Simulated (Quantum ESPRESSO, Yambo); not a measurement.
# In2O3 (R-3c): G0W0 with Yambo, start to end, part 2 of 3

Wanted: ground state, empty states, screening and self-energy for In2O3 (R-3c).

Quantum ESPRESSO 7.5 and Yambo 5.3.0; LDA and many-body steps on it, plane waves. Known limits of the many-body steps: not at the basis limit; no spin-orbit coupling.

So far. Step 2 (Ground state): The gap is indirect, with the least direct gap 0.05 eV higher.

### 3. Bands along the symmetry lines

Level of this step: DFT, LDA, plane waves, norm-conserving pseudopotentials (Quantum ESPRESSO).

Levels along a band path, at the cheap level, show where the edges lie and whether the meshes to come will hold them.

pw.in reads:

```
&control
  calculation = 'bands'
  prefix = 'x'
  outdir = 'o'
  pseudo_dir = 'pseudo'
/
&system
  ibrav = 0
  nat = 10
  ntyp = 2
  ecutwfc = 80.0
  nbnd = 66
  force_symmorphic = .true.
/
&electrons
  conv_thr = 1e-9
  electron_maxstep = 80
  diago_full_acc = .true.
  diago_thr_init = 5e-6
/
ATOMIC_SPECIES
  In 114.82 In.upf
  O 15.999 O.upf
CELL_PARAMETERS angstrom
  2.7435000000 1.5839604635 4.8366666667
  -2.7435000000 1.5839604635 4.8366666667
  0.0000000000 -3.1679209270 4.8366666667
ATOMIC_POSITIONS crystal
  In 0.3573100000 0.3573100000 0.3573100000
  In 0.1426900000 0.1426900000 0.1426900000
  In 0.6426900000 0.6426900000 0.6426900000
  In 0.8573100000 0.8573100000 0.8573100000
  O 0.5480000000 0.9520000000 0.2500000000
  O 0.2500000000 0.5480000000 0.9520000000
  O 0.9520000000 0.2500000000 0.5480000000
  O 0.4520000000 0.0480000000 0.7500000000
  O 0.7500000000 0.4520000000 0.0480000000
  O 0.0480000000 0.7500000000 0.4520000000
K_POINTS crystal
  59
  0.00000000 0.00000000 0.00000000 1
  0.06250000 0.06250000 0.06250000 1
  0.12500000 0.12500000 0.12500000 1
  0.18750000 0.18750000 0.18750000 1
  0.25000000 0.25000000 0.25000000 1
  0.31250000 0.31250000 0.31250000 1
  0.37500000 0.37500000 0.37500000 1
  0.43750000 0.43750000 0.43750000 1
  0.50000000 0.50000000 0.50000000 1
  0.53272919 0.46727081 0.50000000 1
  0.56545837 0.43454163 0.50000000 1
  0.59818756 0.40181244 0.50000000 1
  0.63091674 0.36908325 0.50000000 1
  0.66364593 0.33635407 0.50000000 1
  0.69637512 0.30362488 0.50000000 1
  0.72910430 0.27089570 0.50000000 1
  0.76183349 0.23816651 0.50000000 1
  0.50000000 -0.23816651 0.23816651 1
  0.50000000 -0.20839570 0.20839570 1
  0.50000000 -0.17862488 0.17862488 1
  0.50000000 -0.14885407 0.14885407 1
  0.50000000 -0.11908325 0.11908325 1
  0.50000000 -0.08931244 0.08931244 1
  0.50000000 -0.05954163 0.05954163 1
  0.50000000 -0.02977081 0.02977081 1
  0.50000000 0.00000000 0.00000000 1
  0.43750000 0.00000000 0.00000000 1
  0.37500000 0.00000000 0.00000000 1
  0.31250000 0.00000000 0.00000000 1
  0.25000000 0.00000000 0.00000000 1
  0.18750000 0.00000000 0.00000000 1
  0.12500000 0.00000000 0.00000000 1
  0.06250000 0.00000000 0.00000000 1
  0.00000000 0.00000000 0.00000000 1
  0.04613541 -0.04613541 0.00000000 1
  0.09227082 -0.09227082 0.00000000 1
  0.13840622 -0.13840622 0.00000000 1
  0.18454163 -0.18454163 0.00000000 1
  0.23067704 -0.23067704 0.00000000 1
  0.27681245 -0.27681245 0.00000000 1
  0.32294785 -0.32294785 0.00000000 1
  0.36908326 -0.36908326 0.00000000 1
  0.63091674 0.00000000 0.36908326 1
  0.61455215 0.00000000 0.38544785 1
  0.59818755 0.00000000 0.40181245 1
  0.58182296 0.00000000 0.41817704 1
  0.56545837 0.00000000 0.43454163 1
  0.54909378 0.00000000 0.45090622 1
  0.53272918 0.00000000 0.46727082 1
  0.51636459 0.00000000 0.48363541 1
  0.50000000 0.00000000 0.50000000 1
  0.43750000 0.00000000 0.43750000 1
  0.37500000 0.00000000 0.37500000 1
  0.31250000 0.00000000 0.31250000 1
  0.25000000 0.00000000 0.25000000 1
  0.18750000 0.00000000 0.18750000 1
  0.12500000 0.00000000 0.12500000 1
  0.06250000 0.00000000 0.06250000 1
  0.00000000 0.00000000 0.00000000 1
```

The run is started by

```sh
$ OMP_NUM_THREADS=1 mpirun -n 8 pw.x -nk 8 -in pw.in > pw.out
```

Log:

```text
[banner, memory and clock lines left out]
Program PWSCF v.7.5 starts

     Atomic positions and unit cell read from directory:
     o/x.save/

     Message from routine setup:
     using ibrav=0 with symmetry is DISCOURAGED, use correct ibrav instead

     G-vector sticks info

     bravais-lattice index     =            0
     lattice parameter (alat)  =      10.9260  a.u.
     unit-cell volume          =     851.0269 (a.u.)^3
     number of atoms/cell      =           10
     number of atomic types    =            2
     number of electrons       =       120.00
     number of Kohn-Sham states=           66
     kinetic-energy cutoff     =      80.0000  Ry
     charge density cutoff     =     320.0000  Ry
     Exchange-correlation= SLA  PW   NOGX NOGC
                           (   1   4   0   0   0   0   0)

     celldm(1)=  10.925995  celldm(2)=   0.000000  celldm(3)=   0.000000
     celldm(4)=   0.000000  celldm(5)=   0.000000  celldm(6)=   0.000000

     crystal axes: (cart. coord. in units of alat)
               a(1) = (   0.474507   0.273957   0.836535 )
               a(2) = (  -0.474507   0.273957   0.836535 )
               a(3) = (   0.000000  -0.547914   0.836535 )

     reciprocal axes: (cart. coord. in units 2 pi/alat)
               b(1) = (  1.053725  0.608368  0.398469 )
               b(2) = ( -1.053725  0.608368  0.398469 )
               b(3) = (  0.000000 -1.216737  0.398469 )
     Pseudo is Norm-conserving + core correction, Zval = 21.0
     Generated using ONCVPSP code by D. R. Hamann
     Using radial grid of 1894 points,  6 beta functions with:
     Pseudo is Norm-conserving + core correction, Zval =  6.0
     Generated using ONCVPSP code by D. R. Hamann
     Using radial grid of  926 points,  5 beta functions with:
     In               21.00   114.82000     In( 1.00)
     O                 6.00    15.99900     O ( 1.00)

      6 Sym. Ops., with inversion, found

   Cartesian axes

     site n.     atom                  positions (alat units)
         1        In     tau(   1) = (  -0.0000000  -0.0000000   0.8967068  )
         2        In     tau(   2) = (  -0.0000000  -0.0000000   0.3580955  )
         3        In     tau(   3) = (  -0.0000000   0.0000000   1.6128977  )
         4        In     tau(   4) = (   0.0000000  -0.0000000   2.1515090  )
         5        O      tau(   5) = (  -0.1917009   0.2739569   1.4639359  )
         6        O      tau(   6) = (  -0.1414032  -0.3029963   1.4639359  )
         7        O      tau(   7) = (   0.3331041   0.0290394   1.4639359  )
         8        O      tau(   8) = (   0.1917009  -0.2739569   1.0456685  )
         9        O      tau(   9) = (   0.1414032   0.3029963   1.0456685  )
        10        O      tau(  10) = (  -0.3331041  -0.0290394   1.0456685  )

     number of k points=    59
                       cart. coord. in units 2pi/alat
        k(    1) = (   0.0000000   0.0000000   0.0000000), wk =   0.0338983
        k(    2) = (   0.0000000   0.0000000   0.0747130), wk =   0.0338983
        k(    3) = (   0.0000000   0.0000000   0.1494259), wk =   0.0338983
[...]
[... 47 further rows ...]
        k(   58) = (   0.0658578  -0.0380230   0.0498086), wk =   0.0338983
        k(   59) = (   0.0000000   0.0000000   0.0000000), wk =   0.0338983

     Dense  grid:    82163 G-vectors     FFT dimensions: (  64,  64,  64)

     The potential is recalculated from file :
     o/x.save/charge-density

     Starting wfcs are   76 randomized atomic wfcs

     Band Structure Calculation

     End of band structure calculation

          k = 0.0000 0.0000 0.0000 ( 10281 PWs)   bands (ev):

  -101.7130-101.7126-101.7126-101.7122 -60.3489 -60.3483 -60.3424 -60.3423
   -60.3174 -60.3174 -60.3172 -60.3172 -60.3131 -60.3131 -60.3126 -60.3126
    -6.6726  -5.7559  -5.7559  -5.5082  -5.5082  -5.3987  -1.5778  -1.5778
    -1.4135  -1.4135  -1.4006  -1.2761  -1.2543  -1.2543  -1.2004  -1.2004
[...]
19.7228  19.7748

          k = 0.0000 0.0000 0.0747 ( 10316 PWs)   bands (ev):

  -101.7130-101.7126-101.7125-101.7123 -60.3489 -60.3483 -60.3424 -60.3424
[...]
19.6677  19.7933

          k = 0.0000 0.0000 0.1494 ( 10316 PWs)   bands (ev):

  -101.7130-101.7127-101.7125-101.7123 -60.3488 -60.3482 -60.3424 -60.3424
[...]
19.5241  19.8465

[...]
k =-0.0000-0.0000 0.3736 ( 10280 PWs)   bands (ev):

[...]
k = 0.2759-0.0000 0.5977 ( 10266 PWs)   bands (ev):

[...]
k = 0.7778-0.1305 0.1992 ( 10250 PWs)   bands (ev):

[...]
k = 0.7465-0.0762 0.1992 ( 10272 PWs)   bands (ev):

[...]
k = 0.0972 0.0000-0.0000 ( 10321 PWs)   bands (ev):

[...]
k = 0.1945 0.0000-0.0000 ( 10307 PWs)   bands (ev):

[...]
k = 0.4861 0.0000-0.0000 ( 10287 PWs)   bands (ev):

[...]
k = 0.7778 0.0000 0.0000 ( 10281 PWs)   bands (ev):

[...]
k = 0.1317-0.0760 0.0996 ( 10305 PWs)   bands (ev):

[...]
k = 0.0659-0.0380 0.0498 ( 10317 PWs)   bands (ev):

  -101.7130-101.7126-101.7125-101.7123 -60.3489 -60.3483 -60.3424 -60.3424
[...]
19.3831  19.6877

          k = 0.0000 0.0000 0.0000 ( 10281 PWs)   bands (ev):

  -101.7130-101.7126-101.7126-101.7122 -60.3489 -60.3483 -60.3424 -60.3423
[...]
8.0254   8.0254   8.1473   9.9026   9.9026  10.2196  10.3375  10.3375
    10.4324  10.4324  10.6528  10.6528  11.9064  16.1350  16.7762  17.8639
    19.7228  19.7748

     XML data file, pseudopotentials, collected wavefunctions
```

The job ended after 41 s (8 MPI ranks of AMD EPYC 7R43, shared host; peak memory 1.2 GiB).

This step gave:

```
gap                        : 1.197 eV
k of the valence top       : 0.3125, 0, 0
k of the conduction bottom : 0, 0, 0
least direct gap           : 1.254 eV
```

The gap is 1.197 eV, −0.009 eV from the run before at this level.

Electronic bands along the path, in eV, zero at the top of the highest filled band:

```
     point  band 57  band 58  band 59  band 60  band 61  band 62  band 63  band 64
         Γ    -0.28    -0.28    -0.06    -0.06     1.20     5.43     6.07     7.15
   halfway    -0.25    -0.25    -0.08    -0.08     2.59     5.27     6.29     7.22
         T    -0.20    -0.20    -0.20    -0.20     4.31     4.31     7.00     7.00
   halfway    -0.55    -0.55    -0.22    -0.22     4.83     4.83     6.65     6.65
        H2    -0.36    -0.36    -0.16    -0.16     5.46     5.46     5.79     5.79
jump to H0    -0.36    -0.36    -0.16    -0.16     5.46     5.46     5.79     5.79
   halfway    -0.38    -0.38    -0.11    -0.11     5.00     5.00     5.79     5.79
         L    -0.78    -0.78    -0.07    -0.07     4.86     4.86     5.73     5.73
   halfway    -0.42    -0.41    -0.17    -0.01     2.78     5.81     5.94     6.56
         Γ    -0.28    -0.28    -0.06    -0.06     1.20     5.43     6.07     7.15
   halfway    -0.50    -0.15    -0.14     0.00     3.23     5.63     6.02     6.42
        S0    -0.46    -0.27    -0.22    -0.08     5.18     5.40     5.63     6.07
jump to S2    -0.46    -0.27    -0.22    -0.08     5.18     5.40     5.63     6.07
   halfway    -0.54    -0.32    -0.14    -0.05     5.11     5.40     6.17     6.24
         F    -0.56    -0.36    -0.09    -0.04     5.09     5.40     6.33     6.42
   halfway    -0.46    -0.31    -0.25    -0.08     3.09     5.89     5.96     6.77
         Γ    -0.28    -0.28    -0.06    -0.06     1.20     5.43     6.07     7.15
```

### 4. Empty states on the mesh, 4×4×4 mesh, 227 bands

The sums over transitions need many empty states on a uniform mesh; this step solves for them.

pw.in reads:

```
&control
  calculation = 'nscf'
  prefix = 'x'
  outdir = 'o'
  pseudo_dir = 'pseudo'
/
&system
  ibrav = 0
  nat = 10
  ntyp = 2
  ecutwfc = 80.0
  nbnd = 227
  force_symmorphic = .true.
/
&electrons
  conv_thr = 1e-9
  electron_maxstep = 80
  diago_full_acc = .true.
  diago_thr_init = 5e-6
/
ATOMIC_SPECIES
  In 114.82 In.upf
  O 15.999 O.upf
CELL_PARAMETERS angstrom
  2.7435000000 1.5839604635 4.8366666667
  -2.7435000000 1.5839604635 4.8366666667
  0.0000000000 -3.1679209270 4.8366666667
ATOMIC_POSITIONS crystal
  In 0.3573100000 0.3573100000 0.3573100000
  In 0.1426900000 0.1426900000 0.1426900000
  In 0.6426900000 0.6426900000 0.6426900000
  In 0.8573100000 0.8573100000 0.8573100000
  O 0.5480000000 0.9520000000 0.2500000000
  O 0.2500000000 0.5480000000 0.9520000000
  O 0.9520000000 0.2500000000 0.5480000000
  O 0.4520000000 0.0480000000 0.7500000000
  O 0.7500000000 0.4520000000 0.0480000000
  O 0.0480000000 0.7500000000 0.4520000000
K_POINTS automatic
  4 4 4 0 0 0
```

The run is started by

```sh
$ OMP_NUM_THREADS=1 mpirun -n 8 pw.x -nk 4 -in pw.in > pw.out
```

Log:

```text
[banner, memory and clock lines left out]
Program PWSCF v.7.5 starts

     Atomic positions and unit cell read from directory:
     o/x.save/

     Message from routine setup:
     using ibrav=0 with symmetry is DISCOURAGED, use correct ibrav instead

     bravais-lattice index     =            0
     lattice parameter (alat)  =      10.9260  a.u.
     unit-cell volume          =     851.0269 (a.u.)^3
     number of atoms/cell      =           10
     number of atomic types    =            2
     number of electrons       =       120.00
     number of Kohn-Sham states=          227
     kinetic-energy cutoff     =      80.0000  Ry
     charge density cutoff     =     320.0000  Ry
     Exchange-correlation= SLA  PW   NOGX NOGC
                           (   1   4   0   0   0   0   0)

     celldm(1)=  10.925995  celldm(2)=   0.000000  celldm(3)=   0.000000
     celldm(4)=   0.000000  celldm(5)=   0.000000  celldm(6)=   0.000000

     crystal axes: (cart. coord. in units of alat)
               a(1) = (   0.474507   0.273957   0.836535 )
               a(2) = (  -0.474507   0.273957   0.836535 )
               a(3) = (   0.000000  -0.547914   0.836535 )

     reciprocal axes: (cart. coord. in units 2 pi/alat)
               b(1) = (  1.053725  0.608368  0.398469 )
               b(2) = ( -1.053725  0.608368  0.398469 )
               b(3) = (  0.000000 -1.216737  0.398469 )
     Pseudo is Norm-conserving + core correction, Zval = 21.0
     Generated using ONCVPSP code by D. R. Hamann
     Using radial grid of 1894 points,  6 beta functions with:
     Pseudo is Norm-conserving + core correction, Zval =  6.0
     Generated using ONCVPSP code by D. R. Hamann
     Using radial grid of  926 points,  5 beta functions with:
     In               21.00   114.82000     In( 1.00)
     O                 6.00    15.99900     O ( 1.00)

      6 Sym. Ops., with inversion, found

   Cartesian axes

     site n.     atom                  positions (alat units)
         1        In     tau(   1) = (  -0.0000000  -0.0000000   0.8967068  )
         2        In     tau(   2) = (  -0.0000000  -0.0000000   0.3580955  )
         3        In     tau(   3) = (  -0.0000000   0.0000000   1.6128977  )
         4        In     tau(   4) = (   0.0000000  -0.0000000   2.1515090  )
         5        O      tau(   5) = (  -0.1917009   0.2739569   1.4639359  )
         6        O      tau(   6) = (  -0.1414032  -0.3029963   1.4639359  )
         7        O      tau(   7) = (   0.3331041   0.0290394   1.4639359  )
         8        O      tau(   8) = (   0.1917009  -0.2739569   1.0456685  )
         9        O      tau(   9) = (   0.1414032   0.3029963   1.0456685  )
        10        O      tau(  10) = (  -0.3331041  -0.0290394   1.0456685  )

     number of k points=    14
                       cart. coord. in units 2pi/alat
        k(    1) = (   0.0000000   0.0000000   0.0000000), wk =   0.0312500
        k(    2) = (   0.0000000  -0.3041841   0.0996173), wk =   0.1875000
        k(    3) = (  -0.0000000   0.6083683  -0.1992346), wk =   0.0937500
[...]
k(   13) = (  -0.0000000   0.0000000  -0.5977037), wk =   0.0312500
        k(   14) = (  -0.2634312  -0.7604603   0.0996173), wk =   0.1875000

     Dense  grid:    82163 G-vectors     FFT dimensions: (  64,  64,  64)

     The potential is recalculated from file :
     o/x.save/charge-density

     Starting wfcs are   76 randomized atomic wfcs +  151 random wfcs

     Band Structure Calculation

     End of band structure calculation

          k = 0.0000 0.0000 0.0000 ( 10281 PWs)   bands (ev):

  -101.7130-101.7126-101.7126-101.7122 -60.3489 -60.3483 -60.3424 -60.3423
   -60.3174 -60.3174 -60.3172 -60.3172 -60.3131 -60.3131 -60.3126 -60.3126
    -6.6726  -5.7559  -5.7559  -5.5082  -5.5082  -5.3987  -1.5778  -1.5778
    -1.4135  -1.4135  -1.4006  -1.2761  -1.2543  -1.2543  -1.2004  -1.2004
[...]
[... 17 further rows ...]
[...]
74.5998  75.2751  75.3724

          k = 0.0000-0.3042 0.0996 ( 10283 PWs)   bands (ev):

  -101.7129-101.7126-101.7126-101.7123 -60.3487 -60.3483 -60.3424 -60.3424
[...]
[... 17 further rows ...]
[...]
74.4189  74.5196  74.6754

          k =-0.0000 0.6084-0.1992 ( 10260 PWs)   bands (ev):

  -101.7128-101.7128-101.7124-101.7124 -60.3485 -60.3485 -60.3425 -60.3425
[...]
22.8630  22.8630  23.7257  23.7257  24.6509  24.6509  25.1283  25.1283
     [... 17 further rows ...]
    72.6335  72.6335  73.0205  73.0205  73.2809  73.2809  73.8887  73.8887
    74.3027  74.3027  74.9723

          k =-0.2634-0.1521 0.1992 ( 10292 PWs)   bands (ev):

     [... further k-points ...]

     highest occupied, lowest unoccupied level (ev):    10.7008   11.9064

     XML data file, pseudopotentials, collected wavefunctions
```

Run time: 65 s. Hardware: 8 MPI ranks; peak memory 1.4 GiB.

This step gave:

| Quantity | Value |
| --- | --- |
| gap | 1.206 eV |
| k of the valence top | 0, 0, 0.25 |
| k of the conduction bottom | 0, 0, 0 |
| least direct gap | 1.254 eV |
| k points computed | 14 |
| lowest point of the top converged band, above the valence top | 63.2987 eV |

On this mesh the gap is 1.206 eV.

(Part 2 of 3 ends here.)

[Paths, hosts, dates, memory and timing lines, banners, echoed tables and standing remarks are left out of the program output.]

[Logs are printed without paths, hosts, clocks, repeated set-up lines and the standing remarks that a program may print on its own settings, such as how far it seeks lower states.]

[Runs of the session that timed out or met a known fault of the program may be left out.]

[Hosts, paths, dates, database ids (printed as entryN), source tags and the programs' standing remarks are cut or masked in the printed files.]
